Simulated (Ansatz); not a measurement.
# How fast states decay through LaAlCu2S4, part 3 of 3

Aim: relax a made-up compound, LaAlCu2S4, and see how good a tunnel barrier it would be. It is built by putting Cu for Ag, La for In in the AlInAg2S4 structure of space group I-4, with the volume rescaled by atomic radii. The parent structure comes from the Materials Project.

Ansatz 0.2.0; r2SCAN DFT, plane waves, PAW files (the session's first sound run).

So far. Step 5 (Decay over the two-dimensional zone): The least value on the mesh is 0.250 Å⁻¹ at +0.88 eV. At that energy the listed points give about 0.249 Å⁻¹ by interpolation, so the mesh holds no clearly slower state. Step 6 (Band edges at another level, cutoff 420 eV): The searched edges give 1.33 eV, against 1.34 eV on the mesh.

The structure was built from a prototype and need not be the compound's stable phase.

## (7) Complex bands at another level, cutoff 420 eV

This step: LDA DFT, plane waves, PAW files; complex bands by layer matching along the plane's normal (Ansatz 0.2.0).

The complex bands at that level, over its own gap, at (0, 0) and (-0.4635, -0.2031).

The input, input.yaml:

```yaml
crystal:
  lattice:
    - [5.514026144, 0.0, 0.0]
    - [0.0, 5.514026144, 0.0]
    - [2.757013072, 2.757013072, 5.689209145]
  atoms:
    - { symbol: Al, position: [0.25, 0.75, 0.5] }
    - { symbol: La, position: [0.0, 0.0, 0.0] }
    - { symbol: Cu, position: [0.75, 0.25, 0.5] }
    - { symbol: Cu, position: [0.5, 0.5, 0.0] }
    - { symbol: S, position: [0.419099684, 0.434249295, 0.7154016019] }
    - { symbol: S, position: [0.8654987141, 0.8503491031, 0.7154016019] }
    - { symbol: S, position: [0.565750705, 0.1345012859, 0.2845983981] }
    - { symbol: S, position: [0.1496508969, 0.580900316, 0.2845983981] }
kpoints:
  mp_grid: { grid: [6, 6, 6] }
scf:
  occupations: { method: fixed }
hamiltonian:
  xc: lda
output:
  eigenvalues: true
  transmission:
    leads: [[0, 0]]
    kpoints: [[0.0, 0.0], [-0.4635, -0.2031]]
    e_range: [-1.0, 2.33]
    de: 0.07
```

Run with:

```console
$ ansatz run input.yaml --threads 2 --pin off --max-ram 4096MiB --backend cpu --events-out ev --progress --plain --runs-dir out
```

Numbers of over 12 decimals in the logs are rounded to 6 here.

What it wrote:

```text
[...]
Crystal: 8 atoms, lattice volume = 172.977 Å³
Basis set: ecut = 420 eV, 3403 PW (Γ)
Bands: 46, of which v1, the nominal top of the filled ones, is band 38 counted from 1 (37 counted from 0)
Symmetry: 4 space group operations
[...]
k-points: 36 of 216 (time reversal used)
[...]
SCF iter   1: F=—  HF=-23186.473745 eV  |F-HF|=—  |Δ(HF+E_count)|=         —  Δρ=1.17e-2  dr2=1.31e-1  ethr=1.77e-3  ⟨swp⟩=5.1  Hψ=6055  notcnv=0  defer=118
[...]
SCF iter   9: F=-23186.445234 eV  HF=-23186.445234 eV  |F-HF|=5.47e-8  |Δ(HF+E_count)|=   1.54e-8  Δρ=6.48e-6  dr2=5.57e-8  ethr=1.32e-10  ⟨swp⟩=10.6  Hψ=5598  notcnv=0
SCF 1 converged in 9 iterations: F = -23186.445234 eV  dr2 = 5.57e-8
[...]
transmission: 8 of 16 steps passed
transmission: 16 of 16 steps passed
SCF converged after 9 iterations
Free energy (F): -23186.445234 eV
[...]
Internal energy: -23186.445234 eV  (E = F + TS)
E sigma→0 (E₀):  -23186.445234 eV
Fermi energy:    7.120516 eV
[...]
--- Band table (eV; the first three rows and the last of 36) ---
  k-point 0: bands = [... 34 lower, 5.9606, 6.9410, 6.9410, 6.9579, 8.4578, 8.7727, 9.4928, 9.4928, ... 4 higher]
  k-point 1: bands = [... 34 lower, 6.0212, 6.8073, 6.9427, 6.9427, 8.6946, 8.9198, 9.4597, 9.4597, ... 4 higher]
  k-point 2: bands = [... 34 lower, 6.0400, 6.5983, 6.7923, 6.7923, 8.9369, 9.2313, 9.3256, 9.4519, ... 4 higher]
  k-point 35: bands = [... 34 lower, 6.4872, 6.6640, 6.7145, 7.0506, 9.3086, 9.4201, 9.5144, 9.5430, ... 4 higher]
--- Transmission ---
  basis      : 261 plane waves across, 8 finite elements along
  points     : 2, as listed
[...]
channels       : 0.000000e0 a spin
[...]
slowest decay  : 0.1995 /Å at (0.0000, 0.0000)
```

Elapsed: 77 s, on 2 threads of Arm Neoverse V1, shared host; peak memory 0.89 GiB.

This step gave:

```yaml
level_to_which_the_leads_are_filled: 0.6687 eV from the Fermi level
decay_constant_at_the_filling_level_zone_centre: 0.1995 Å⁻¹
decay_constant_at_the_filling_level_slowest_listed_point: 0.1995 Å⁻¹
```

K parallel (0, 0); values up to 1.5 1/Å, a degenerate pair printed once or twice; energies at which all values exceed this have no row. Table of Im kz of the slowest decaying states by energy, zero at the highest filled level on the SCF mesh:

| energy (eV) | decay 1 (Å⁻¹) | decay 2 (Å⁻¹) | decay 3 (Å⁻¹) | decay 4 (Å⁻¹) |
| --- | --- | --- | --- | --- |
| -1.00 | 0.270 | 0.323 | 0.457 | 0.728 |
| -0.86 | 0.325 | 0.357 | 0.477 | 0.795 |
| -0.65 | 0.0418 | 0.133 | 0.313 | 0.420 |
| -0.51 | 0.294 | 0.412 | 0.433 | 0.765 |
| -0.37 | 0.260 | 0.409 | 0.424 | 0.733 |
| -0.16 | 0.0213 | 0.0881 | 0.405 | 0.412 |
| -0.02 | 0.140 | 0.208 | 0.402 | 0.405 |
| 0.12 | 0.178 | 0.252 | 0.398 | 0.398 |
| 0.33 | 0.201 | 0.292 | 0.385 | 0.390 |
| 0.47 | 0.205 | 0.308 | 0.375 | 0.383 |
| 0.68 | 0.199 | 0.325 | 0.357 | 0.370 |
| 0.82 | 0.188 | 0.332 | 0.342 | 0.359 |
| 0.96 | 0.170 | 0.326 | 0.336 | 0.345 |
| 1.17 | 0.123 | 0.296 | 0.315 | 0.338 |
| 1.31 | 0.0527 | 0.272 | 0.281 | 0.335 |
| 1.45 | 0.227 | 0.243 | 0.330 | 0.403 |
| 1.66 | 0.185 | 0.317 | 0.359 | 0.424 |
| 1.80 | 0.127 | 0.304 | 0.335 | 0.408 |
| 1.94 | 0.110 | 0.284 | 0.313 | 0.390 |
| 2.15 | 0.0141 | 0.230 | 0.276 | 0.299 |
| 2.29 | 0.128 | 0.128 | 0.247 | 0.363 |

K parallel (0, 0). Table of Re kz of states that move upwards by energy, zero at the highest filled level on the SCF mesh:

```
energy (eV)  channel 1 (Å⁻¹)  channel 2 (Å⁻¹)  channel 3 (Å⁻¹)
      -1.00            0.421            0.421                -
      -0.86            0.502            0.503                -
      -0.79                -                -                -
      -0.65                -                -                -
      -0.58           -0.521           -0.521           -0.453
      -0.44           -0.436           -0.436           -0.287
      -0.30           -0.348           -0.348           -0.174
      -0.23           -0.286           -0.286           -0.114
      -0.09                -                -                -
      -0.02                -                -                -
       0.05                -                -                -
       0.12                -                -                -
       0.26                -                -                -
       0.33                -                -                -
       0.47                -                -                -
       0.61                -                -                -
       0.68                -                -                -
       0.82                -                -                -
       0.96                -                -                -
       1.03                -                -                -
       1.17                -                -                -
       1.24                -                -                -
       1.38           0.0682                -                -
       1.52            0.154                -                -
       1.59            0.193                -                -
       1.73            0.137            0.289                -
       1.87            0.221            0.437                -
       1.94           -0.488            0.252                -
       2.08           -0.386            0.315                -
       2.15                -                -                -
       2.29           -0.287            0.429                -
```

K parallel (-0.4635, -0.2031); values up to 1.5 1/Å, a degenerate pair printed once or twice; energies at which all values exceed this have no row. Im kz of the slowest decaying states against energy, zero at the highest filled level on the SCF mesh:

| energy (eV) | decay 1 (Å⁻¹) | decay 2 (Å⁻¹) | decay 3 (Å⁻¹) | decay 4 (Å⁻¹) |
| --- | --- | --- | --- | --- |
| -1.00 | 0.0293 | 0.166 | 0.248 | 0.339 |
| -0.79 | 0.0458 | 0.143 | 0.218 | 0.269 |
| -0.51 | 0.0289 | 0.0803 | 0.218 | 0.359 |
| -0.30 | 0.134 | 0.183 | 0.376 | 0.466 |
| -0.09 | 0.171 | 0.321 | 0.414 | 0.556 |
| -0.02 | 0.212 | 0.293 | 0.431 | 0.556 |
| 0.19 | 0.298 | 0.306 | 0.450 | 0.546 |
| 0.40 | 0.352 | 0.355 | 0.453 | 0.532 |
| 0.68 | 0.393 | 0.393 | 0.454 | 0.511 |
| 0.89 | 0.411 | 0.411 | 0.453 | 0.492 |
| 1.10 | 0.421 | 0.422 | 0.448 | 0.471 |
| 1.38 | 0.426 | 0.432 | 0.433 | 0.439 |
| 1.59 | 0.408 | 0.410 | 0.411 | 0.436 |
| 1.80 | 0.367 | 0.372 | 0.376 | 0.420 |
| 2.08 | 0.270 | 0.297 | 0.310 | 0.346 |
| 2.29 | 0.194 | 0.204 | 0.218 | 0.385 |

At the listed wavevectors the last open channel is at -0.02 eV and the next at +1.38 eV on the grid. At +0.68 eV, the grid energy nearest the filling level (the middle of the gap on the SCF mesh), the slowest state at the listed wavevectors decays with κ = 0.200 Å⁻¹, its amplitude falling by e over 5.0 Å; the first such run, plane (001), gave 0.247 Å⁻¹.

## (8) A check of the settings

This step: r2SCAN DFT, plane waves, PAW files; complex bands by layer matching along the plane's normal; changed: output.transmission.e_range = [1, -1], scf.max_iter = 75 (Ansatz 0.2.0).

This run repeats an earlier one, its twin (the complex run, plane (001)), with two settings changed (output.transmission.e_range, scf.max_iter; files written aside). The setting was drawn as a possible misstep, on purpose. Where the input is shown as a difference, that is against the step before, not the twin.

input.yaml, as its differences from that of step 7:

```diff
@@ -18,4 +18,5 @@
   occupations: { method: fixed }
+  max_iter: 75
 hamiltonian:
-  xc: lda
+  xc: r2scan
 output:
@@ -24,4 +25,4 @@
     leads: [[0, 0]]
-    kpoints: [[0.0, 0.0], [-0.4635, -0.2031]]
-    e_range: [-1.0, 2.33]
-    de: 0.07
+    kpoints: [[0.0, 0.0], [0.4583, 0.2083]]
+    e_range: [1, -1]
+    de: 0.08
```

What it wrote:

```text
Error: invalid value for `output.transmission.e_range`: [1, -1] eV must be finite with min < max
```

Wall time 0.21 s (2 threads); peak memory 0.094 GiB.

The program refused the input before any cycle.

The program's message: “Error: invalid value for `output.transmission.e_range`: [1, -1] eV must be finite with min < max”

The change that led to it: output.transmission.e_range = [1, -1].

## (9) Outcome

| Item | Value |
| --- | --- |
| band gap | 1.76 eV |
| least decay constant at mid-gap, normal to (001) | 0.247 Å⁻¹ |
| least decay constant on a mesh, normal to (001) | 0.250 Å⁻¹ |
| least decay constant, LDA | 0.200 Å⁻¹ |

In words: With r2SCAN, the slowest decay at the wavevectors tried is κ = 0.247 Å⁻¹, normal to (001). Through such a film the transmission near mid-gap falls as exp(−2κd), a factor of ten every 4.7 Å. A free electron under a barrier of half the gap would need a mass of 0.26 mₑ to decay at this rate. With LDA the gap goes from 1.76 to 1.33 eV and the decay constant, over the first 2 listed wavevectors (which shift with the band edges), from 0.247 to 0.200 Å⁻¹. The compound is made up by substitution; its stability against other phases and against distortions of the cell's symmetry was not tested. r2SCAN still narrows gaps, if less than LDA and GGA do, so real decay constants are likely larger.

[Logs are printed without paths, hosts, clocks, repeated set-up lines and the standing remarks that a program may print on its own settings, such as how far it seeks lower states.]

[Hosts, paths, dates, database ids (printed as entryN), source tags and the programs' standing remarks are cut or masked in the printed files.]
